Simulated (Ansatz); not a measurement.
# Te2Mo (P6_3/mmc): converging the G0W0 gap

Aim: see how the G0W0 gap of Te2Mo (P6_3/mmc) on PBE moves with empty bands and screening cutoff, and what each rung costs.

Method: G0W0 on PBE, plane waves, PAW, in Ansatz 0.2.0.

**1. The starting structure**

The structure is hexagonal, space group P6_3/mmc (No. 194). Conventional cell: a = 3.518 Å, b = 3.518 Å, c = 13.974 Å, α = 90.00°, β = 90.00°, γ = 120.00°. Nearest to Te lie 3 Mo at 2.72 Å. Mo has 6 Te at 2.72 Å nearest. Farther neighbours and most contacts between anions are not listed.

The cell and positions come from the Crystallography Open Database and are kept as given unless a step says otherwise. Spin-orbit coupling is left out unless a step names it. The default PAW set here is soft_2. Its files were made with PBE.

**2. 170 empty bands, screening to 63 eV**

G0W0 replaces the xc potential by the self-energy, built once from these orbitals. Only a window of levels is corrected, while the sums run over the empty bands that the input names.

input.yaml reads:

```yaml
crystal:
  lattice:
    - [3.5182, 0.0, 0.0]
    - [-1.7591, 3.0468505756, 0.0]
    - [0.0, 0.0, 13.9736]
  atoms:
    - { symbol: Te, position: [0.3333333333, 0.6666666667, 0.621] }
    - { symbol: Te, position: [0.6666666667, 0.3333333333, 0.121] }
    - { symbol: Te, position: [0.3333333333, 0.6666666667, 0.879] }
    - { symbol: Te, position: [0.6666666667, 0.3333333333, 0.379] }
    - { symbol: Mo, position: [0.3333333333, 0.6666666667, 0.25] }
    - { symbol: Mo, position: [0.6666666667, 0.3333333333, 0.75] }
kpoints:
  mp_grid: { grid: [6, 6, 2] }
hamiltonian:
  xc: pbe
scf:
  occupations: { method: fixed }
gw:
  n_empty_bands: 170
  ecut_chi: 63
  qp_bands: [v2, c2]
  qp_kpoints: band_edges
  screening: { model: contour_deformation }
```

Started as:

```bash
$ ansatz run input.yaml --threads 3 --pin off --max-ram 92160MiB --backend cuda --events-out ev --progress --plain --runs-dir out --devices 1 --max-vram 13GiB  # rebuilt from the run's record
```

Numbers of over 12 decimals in the logs are rounded to 6 here.

What it wrote:

```text
GPUs: using 1 of 1 available (devices: 1).
Engine: ansatz 0.2.0, x86_64-unknown-linux-gnu
Pseudopotentials: kind: paw
Pseudopotential: Te, paw, valence charge 16, recommended cutoff 420 eV (normal), Te.paw.azcp
Pseudopotential: Mo, paw, valence charge 14, recommended cutoff 420 eV (normal), Mo.paw.azcp
Functional definition: PBE
  parameter kappa = 0.804
  parameter beta = 0.066725
  exchange = pbe_x(kappa = kappa, mu = beta*pi^2/3)
  correlation = pbe_c(beta = beta)
device memory: the entry about to start is reckoned to put 2.7 GiB on a device that reports 57.5 GiB free (of which the cap on the GPU budget leaves the run 13.0 GiB)
GPU FFT provider: cuFFT
GPU libraries: cuBLAS 13.8.2, cuFFT 12.4.0, cuSOLVER 12.3.4
Crystal: 6 atoms, lattice volume = 149.789 Å³
Basis set: ecut = 420 eV, 2909 PW (Γ)
Bands: 56, of which v1, the nominal top of the filled ones, is band 46 counted from 1 (45 counted from 0)
Symmetry: 24 space group operations
Space group: P63/mmc (ITA 194), of the structure as read, at distance tolerance 5.3e-5 Å
k-points: 14 of 72
Non-local potential: Te, projectors of the file, l = 0: 2, l = 1: 2, l = 2: 2, l = 3: 2
Non-local potential: Mo, projectors of the file, l = 0: 3, l = 1: 2, l = 2: 2, l = 3: 1
PAW form: soft (Blöchl's): semilocal exchange-correlation on the pseudo side does not see the compensation charge
PAW one-centre angular grid: Te, 590 points (default); XC on 64 Gauss nodes
PAW one-centre angular grid: Mo, 590 points (default); XC on 64 Gauss nodes
Initial density: superposition of atomic densities (neutral atoms: chi_scale 0, normalization atom), corrected by the library's trained network
Initial wavefunctions: pseudopotential atomic-orbital guess
GPU buffer pool allocated for 55296 grid points (all kernels)
GPU transforms: local potential and band sums: pruned to the plane-wave sphere, on 24×24×96
Functional: x = pbe(κ = 0.804, μ = 0.219515), c = pbe(β = 0.066725)
SCF iter   1: F=—  HF=-37833.381216 eV  |F-HF|=—  |Δ(HF+E_count)|=         —  Δρ=4.19e-3  dr2=8.71e-3  ethr=1.77e-3  ⟨swp⟩=5.0  Hψ=2460  notcnv=0  defer=95
preconditioner: auto → Resta (q_TF=auto, 2.515 Å⁻¹)  ε∞=6.9  [insulator: Δε(μ)=0.830 eV  Ē_g=7.483 eV  n_scr=52 (ndim 8)  ℏωp=18.2 eV  f_vac=0.021  ε∞_Penn≈6.9]
SCF iter   2: F=—  HF=-37833.389481 eV  |F-HF|=—  |Δ(HF+E_count)|=   8.27e-3  Δρ=2.47e-3  dr2=2.99e-3  ethr=9.47e-6  ⟨swp⟩=2.4  Hψ=1199  notcnv=0  defer=112
SCF iter   3: F=—  HF=-37833.393603 eV  |F-HF|=—  |Δ(HF+E_count)|=   4.12e-3  Δρ=9.95e-4  dr2=2.69e-3  ethr=3.25e-6  ⟨swp⟩=2.0  Hψ=998  notcnv=0  defer=110
SCF iter   4: F=—  HF=-37833.393755 eV  |F-HF|=—  |Δ(HF+E_count)|=   1.53e-4  Δρ=1.22e-4  dr2=1.84e-5  ethr=2.92e-6  ⟨swp⟩=2.0  Hψ=916  notcnv=0  defer=110
SCF iter   5: F=—  HF=-37833.393789 eV  |F-HF|=—  |Δ(HF+E_count)|=   3.36e-5  Δρ=5.42e-5  dr2=4.65e-6  ethr=2.00e-8  ⟨swp⟩=2.1  Hψ=1035  notcnv=0  defer=73
SCF iter   6: F=—  HF=-37833.393799 eV  |F-HF|=—  |Δ(HF+E_count)|=   1.05e-5  Δρ=1.29e-5  dr2=2.91e-7  ethr=5.06e-9  ⟨swp⟩=2.0  Hψ=992  notcnv=0  defer=73
SCF iter   7: F=-37833.393800 eV  HF=-37833.393800 eV  |F-HF|=1.89e-8  |Δ(HF+E_count)|=   3.60e-7  Δρ=4.25e-6  dr2=3.42e-8  ethr=1.09e-10  ⟨swp⟩=10.9  Hψ=2886  notcnv=0
SCF 1 converged in 7 iterations: F = -37833.393800 eV  dr2 = 3.42e-8
  greatest PAW one-centre occupation: 0.998 electrons in one spin orbital (limit 2), on the Mo atom at site 5 (counted from 0), in its partial waves of l = 0
device memory: the entry about to start is reckoned to put 3.3 GiB (of the 3.4 GiB reckoned in all, the device holds 0.1 GiB already) on a device that reports 55.7 GiB free (of which the cap on the GPU budget leaves the run 13.0 GiB)
NSCF: frozen V_eff on 14 k-points
the band table was solved once the SCF had ended and its energy, with any forces and stress, was formed, with the checks that follow a solve (3063 applications of the Hamiltonian). They found nothing against the state; the energy, forces and stress were not computed again (output.eigenvalues in the input reference)
device memory: the entry about to start is reckoned to put 4.2 GiB on a device that reports 55.1 GiB free (of which the cap on the GPU budget leaves the run 13.0 GiB)
NSCF: frozen V_eff on 14 k-points
G₀W₀ screening: q 1/14
[... further progress lines ...]
SCF converged after 7 iterations
Free energy (F): -37833.393800 eV
Harris-Foulkes:  -37833.393800 eV  (|F-HF|=1.89e-8)
Internal energy: -37833.393800 eV  (E = F + TS)
E sigma→0 (E₀):  -37833.393800 eV
Fermi energy:    12.476785 eV
--- Per-component energies (eV) ---
  E_band       = -1144.069831
  E_kinetic    = 1609.785122
  E_local      = -7394.316016  (includes V_loc(G=0)·N_el)
  E_nonlocal   = -952.600477
  E_hartree    = 4140.452821
  E_xc         = -866.129895
  E_vxc        = -877.433077  (∫ρ·V_xc dr)
  E_paw        = -25053.963139  (= ΣΔE_a)
  E_vpaw       = -1810.415581  (= ΣTr[D̂ρ^β])
  E_aug_tail   = -0.000600  (compensation charges beyond the density's cutoff)
  E_ewald      = -9316.621616
  E_smearing   = -0.000000  (= −TS)
  E_closure    = 0.000000  (closes the sum)
  Σ components = -37833.393800   (vs F -37833.393800, Δ=0.00e0)
--- Band table (eV; the first three rows and the last of 14) ---
  k-point 0: bands = [... 42 lower, 11.4630, 11.4630, 12.1533, 12.4768, 15.3790, 15.3790, 15.5118, 15.5118, ... 6 higher]
  k-point 1: bands = [... 42 lower, 11.4454, 11.4454, 12.3955, 12.3955, 15.4167, 15.4167, 15.4167, 15.4167, ... 6 higher]
  k-point 2: bands = [... 42 lower, 11.2493, 11.4875, 12.0321, 12.1938, 14.2805, 14.5480, 14.5744, 14.8163, ... 6 higher]
  k-point 13: bands = [... 42 lower, 10.4828, 10.4828, 12.2673, 12.2673, 13.4563, 13.4563, 14.1035, 14.1035, ... 6 higher]
--- G₀W₀: contour deformation, 7 samples at zero and on the imaginary axis and 1 off it, 72 q-points, 170 empty bands' worth ---
  eigenvalues of the whole cell's RPA ε∞ on this k-mesh (on a slab, of 1 + 4πα/V) = 10.7398, 20.1646, 20.1646; static W/v taken at q = 0 is 0.052552
  gw.qp_kpoints: band_edges: 13 of 14 stored k-points solved, in 1 pass; an edge of the gap read off the rows below is read off those points alone
    valence top: of the k-points left out ik 5 came nearest to being solved in a further pass, in band 46 (counted from 1, as in the quasiparticle table): it holds the edge there only if its correction is more favourable than any solved in that band by at least 0.798 eV; those differ by 0.438 eV
    conduction bottom: of the k-points left out ik 5 came nearest to being solved in a further pass, in band 47 (counted from 1, as in the quasiparticle table): it holds the edge there only if its correction is more favourable than any solved in that band by at least 0.551 eV; those differ by 0.249 eV
    ik  band        ε_KS         Σx   Σc(E_QP)       V_xc       Z   E_QP_lin       E_QP  E_QP is
     0    45     12.1533   -16.2237     1.4800   -14.7039  0.7687    12.1136    12.1136  root
     0    46     12.4768   -18.8277     0.7042   -18.5220  0.7312    12.8735    12.8754  root
     0    47     15.3790   -12.6210    -3.6776   -16.8236  0.7335    15.9138    15.9039  root
     0    48     15.3790   -12.6210    -3.6776   -16.8236  0.7335    15.9138    15.9039  root
     1    45     12.3955   -18.2145     0.9029   -17.6124  0.7393    12.6951    12.6964  root
     1    46     12.3955   -18.2145     0.9029   -17.6124  0.7393    12.6951    12.6964  root
     1    47     15.4167   -12.5953    -3.7030   -16.8153  0.7312    15.9429    15.9337  root
     1    48     15.4167   -12.5953    -3.7030   -16.8153  0.7312    15.9429    15.9337  root
     2    45     12.0321   -18.6367     0.9978   -17.9967  0.7283    12.3878    12.3899  root
     2    46     12.1938   -16.2987     1.4124   -14.8737  0.7692    12.1812    12.1812  root
     2    47     14.2805   -13.0711    -3.6397   -17.2426  0.7330    14.8231    14.8122  root
     2    48     14.5480   -13.5327    -3.6838   -17.8596  0.7448    15.2040    15.1911  root
     3    45     12.0781   -17.8981     1.1246   -17.0180  0.7410    12.3216    12.3226  root
     3    46     12.0781   -17.8981     1.1246   -17.0180  0.7410    12.3216    12.3226  root
     3    47     14.4364   -13.2857    -3.6689   -17.5145  0.7328    15.0086    14.9963  root
     3    48     14.4364   -13.2857    -3.6689   -17.5145  0.7328    15.0086    14.9963  root
     4    45     11.5764   -17.8902     1.5279   -16.5541  0.7353    11.7674    11.7682  root
     4    46     11.7222   -18.2412     1.3954   -17.0914  0.7353    11.9665    11.9678  root
     4    47     13.5958   -14.0358    -3.6674   -18.3238  0.7268    14.2271    14.2165  root
     4    48     13.9727   -14.3824    -3.5470   -18.5414  0.7244    14.5973    14.5847  root
     6    45     11.8745   -16.5397     1.4373   -15.1507  0.7571    11.9228    11.9229  root
     6    46     12.1636   -17.0046     1.3013   -15.8132  0.7592    12.2733    12.2736  root
     6    47     13.7445   -16.0700    -3.8046   -20.6409  0.7084    14.5309    14.5108  root
     6    48     13.8032   -15.8020    -3.8422   -20.3909  0.7094    14.5697    14.5499  root
[...]
12    45     12.1713   -17.8470     0.6754   -17.5288  0.7225    12.5267    12.5286  root
    12    46     12.4105   -18.5644     0.5342   -18.4557  0.7227    12.8339    12.8360  root
    12    47     13.4493   -15.3409    -3.6075   -19.6439  0.7165    14.1580    14.1448  root
    12    48     13.4493   -15.3409    -3.6075   -19.6439  0.7165    14.1580    14.1448  root
    13    45     12.2673   -18.0639     0.5966   -17.8507  0.7232    12.6489    12.6508  root
    13    46     12.2673   -18.0639     0.5966   -17.8507  0.7232    12.6489    12.6508  root
    13    47     13.4563   -15.3359    -3.6104   -19.6408  0.7166    14.1640    14.1507  root
    13    48     13.4563   -15.3359    -3.6104   -19.6408  0.7166    14.1640    14.1507  root
```

The job ended after 18 s (1 × NVIDIA H100 80GB HBM3 (shared by 6 runs) with 3 threads of AMD EPYC 7R13 (Zen 3), shared host; peak memory 1.3 GiB).

Numbers from this step:

- bands summed: 216
- RPA ε∞ on this mesh (eigenvalues): 10.74, 20.16, 20.16
- plane waves in the screening matrix: 163
- q-points in the mesh: 72
- G0W0 gap on the mesh: 0.9466 eV
- k of the valence top: 0, 0, 0
- k of the conduction bottom: 0.1667, 0.1667, 0
- starting gap on the mesh: 0.8260 eV
- Z at the valence top: 0.7312
- Z at the conduction bottom: 0.7429
- least direct G0W0 gap on the computed points: 1.309 eV

The gap on the mesh goes from 0.83 eV to 0.95 eV, a correction of +0.12 eV. Between the two edge states, bare exchange in place of the xc potential would open the gap by 4.04 eV, and correlation takes back 3.92 eV.

**3. 481 empty bands, screening to 126 eV**

Bands and screening cutoff are moved together, since each hides the error of the other.

Changes to input.yaml since step 2:

```diff
@@ -19,4 +19,4 @@
 gw:
-  n_empty_bands: 170
-  ecut_chi: 63
+  n_empty_bands: 481
+  ecut_chi: 126
   qp_bands: [v2, c2]
```

What it wrote:

```text
GPUs: using 1 of 1 available (devices: 1).
[...]
GPU FFT provider: cuFFT
GPU libraries: cuBLAS 13.8.2, cuFFT 12.4.0, cuSOLVER 12.3.4
Crystal: 6 atoms, lattice volume = 149.789 Å³
Basis set: ecut = 420 eV, 2909 PW (Γ)
Bands: 56, of which v1, the nominal top of the filled ones, is band 46 counted from 1 (45 counted from 0)
Symmetry: 24 space group operations
[...]
k-points: 14 of 72
[...]
GPU buffer pool allocated for 55296 grid points (all kernels)
[...]
SCF iter   1: F=—  HF=-37833.381216 eV  |F-HF|=—  |Δ(HF+E_count)|=         —  Δρ=4.19e-3  dr2=8.71e-3  ethr=1.77e-3  ⟨swp⟩=5.0  Hψ=2460  notcnv=0  defer=95
[...]
SCF iter   7: F=-37833.393800 eV  HF=-37833.393800 eV  |F-HF|=1.89e-8  |Δ(HF+E_count)|=   3.60e-7  Δρ=4.25e-6  dr2=3.42e-8  ethr=1.09e-10  ⟨swp⟩=10.9  Hψ=2886  notcnv=0
SCF 1 converged in 7 iterations: F = -37833.393800 eV  dr2 = 3.42e-8
[...]
NSCF: frozen V_eff on 14 k-points
[...]
G₀W₀ screening: q 1/14
[... further progress lines ...]
SCF converged after 7 iterations
Free energy (F): -37833.393800 eV
[...]
Internal energy: -37833.393800 eV  (E = F + TS)
E sigma→0 (E₀):  -37833.393800 eV
Fermi energy:    12.476785 eV
[...]
--- Band table (eV; the first three rows and the last of 14) ---
  k-point 0: bands = [... 42 lower, 11.4630, 11.4630, 12.1533, 12.4768, 15.3790, 15.3790, 15.5118, 15.5118, ... 6 higher]
  k-point 1: bands = [... 42 lower, 11.4454, 11.4454, 12.3955, 12.3955, 15.4167, 15.4167, 15.4167, 15.4167, ... 6 higher]
  k-point 2: bands = [... 42 lower, 11.2493, 11.4875, 12.0321, 12.1938, 14.2805, 14.5480, 14.5744, 14.8163, ... 6 higher]
  k-point 13: bands = [... 42 lower, 10.4828, 10.4828, 12.2673, 12.2673, 13.4563, 13.4563, 14.1035, 14.1035, ... 6 higher]
[...]
bands read: the sum over 527 bands ends inside a degenerate multiplet in 8 slots, whose members it reads at an even weight; the widest, k=1: bands 527 to 530 (counted from 1) at 1/4 each
[...]
0    45     12.1533   -16.2237     1.0783   -14.7039  0.7658    11.7079    11.7119  root
     0    46     12.4768   -18.8277     0.3165   -18.5220  0.7241    12.4876    12.4876  root
     0    47     15.3790   -12.6210    -4.0937   -16.8236  0.7293    15.4882    15.4878  root
     0    48     15.3790   -12.6210    -4.0937   -16.8236  0.7293    15.4882    15.4878  root
     1    45     12.3955   -18.2145     0.5142   -17.6124  0.7331    12.3076    12.3077  root
     1    46     12.3955   -18.2145     0.5142   -17.6124  0.7331    12.3076    12.3077  root
     1    47     15.4167   -12.5953    -4.1199   -16.8153  0.7271    15.5170    15.5168  root
     1    48     15.4167   -12.5953    -4.1199   -16.8153  0.7271    15.5170    15.5168  root
[...]
13    45     12.2673   -18.0639     0.2554   -17.8507  0.7165    12.3096    12.3097  root
    13    46     12.2673   -18.0639     0.2554   -17.8507  0.7165    12.3096    12.3097  root
    13    47     13.4563   -15.3359    -3.9704   -19.6408  0.7080    13.7933    13.7907  root
    13    48     13.4563   -15.3359    -3.9704   -19.6408  0.7080    13.7933    13.7907  root
```

Elapsed: 39 s, on 1 × NVIDIA H100 80GB HBM3 (shared by 6 runs) with 3 threads; peak memory 2.1 GiB; 64 s of CPU time.

Numbers from this step:

```
bands summed                                 : 527
RPA ε∞ on this mesh (eigenvalues)            : 10.68, 19.66, 19.66
plane waves in the screening matrix          : 499
q-points in the mesh                         : 72
G0W0 gap on the mesh                         : 0.9960 eV
k of the valence top                         : 0, 0, 0
k of the conduction bottom                   : 0.1667, 0.1667, 0
starting gap on the mesh                     : 0.8260 eV
Z at the valence top                         : 0.7241
Z at the conduction bottom                   : 0.7370
least direct G0W0 gap on the computed points : 1.310 eV
```

Against the run with 6×6×2 mesh, 170 empty bands, screening to 63 eV, the gap moves by +0.05 eV.

**4. 1035 empty bands, screening to 210 eV**

Changes to input.yaml since step 3:

```diff
@@ -19,4 +19,4 @@
 gw:
-  n_empty_bands: 481
-  ecut_chi: 126
+  n_empty_bands: 1035
+  ecut_chi: 210.0
   qp_bands: [v2, c2]
```

What it wrote:

```text
GPUs: using 1 of 1 available (devices: 1).
[...]
GPU FFT provider: cuFFT
GPU libraries: cuBLAS 13.8.2, cuFFT 12.4.0, cuSOLVER 12.3.4
Crystal: 6 atoms, lattice volume = 149.789 Å³
Basis set: ecut = 420 eV, 2909 PW (Γ)
Bands: 56, of which v1, the nominal top of the filled ones, is band 46 counted from 1 (45 counted from 0)
Symmetry: 24 space group operations
[...]
k-points: 14 of 72
[...]
1    48     15.4167   -12.5953    -4.2690   -16.8153  0.7259    15.3678    15.3677  root
[...]
13    45     12.2673   -18.0639     0.1128   -17.8507  0.7137    12.1669    12.1671  root
    13    46     12.2673   -18.0639     0.1128   -17.8507  0.7137    12.1669    12.1671  root
    13    47     13.4563   -15.3359    -4.1258   -19.6408  0.7037    13.6361    13.6354  root
    13    48     13.4563   -15.3359    -4.1258   -19.6408  0.7037    13.6361    13.6354  root
[key lines of the parts left out:]
SCF converged after 7 iterations
Free energy (F): -37833.393800 eV
Fermi energy:    12.476785 eV
```

The job ended after 100 s (1 × NVIDIA H100 80GB HBM3 (shared by 6 runs) with 3 threads; peak memory 4.5 GiB).

Numbers from this step:

* bands summed: 1081
* RPA ε∞ on this mesh (eigenvalues): 10.65, 19.51, 19.51
* plane waves in the screening matrix: 999
* G0W0 gap on the mesh: 1.018 eV
* k of the valence top: 0, 0, 0
* k of the conduction bottom: 0.1667, 0.1667, 0
* starting gap on the mesh: 0.8260 eV
* least direct G0W0 gap on the computed points: 1.305 eV

Against the run with 6×6×2 mesh, 481 empty bands, screening to 126 eV, the gap moves by +0.02 eV.

[end of part 1 of 2]

[Paths, hosts, dates, memory and timing lines, banners, echoed tables and standing remarks are left out of the program output.]

[Logs are printed without paths, hosts, clocks, repeated set-up lines and the standing remarks that a program may print on its own settings, such as how far it seeks lower states.]

[Runs of the session that timed out or met a known fault of the program may be left out.]

[Cells called generated may have been cut or substituted from an entry of the Crystallography Open Database or the Materials Project.]

[Hosts, paths, dates, database ids (printed as entryN), source tags and the programs' standing remarks are cut or masked in the printed files.]
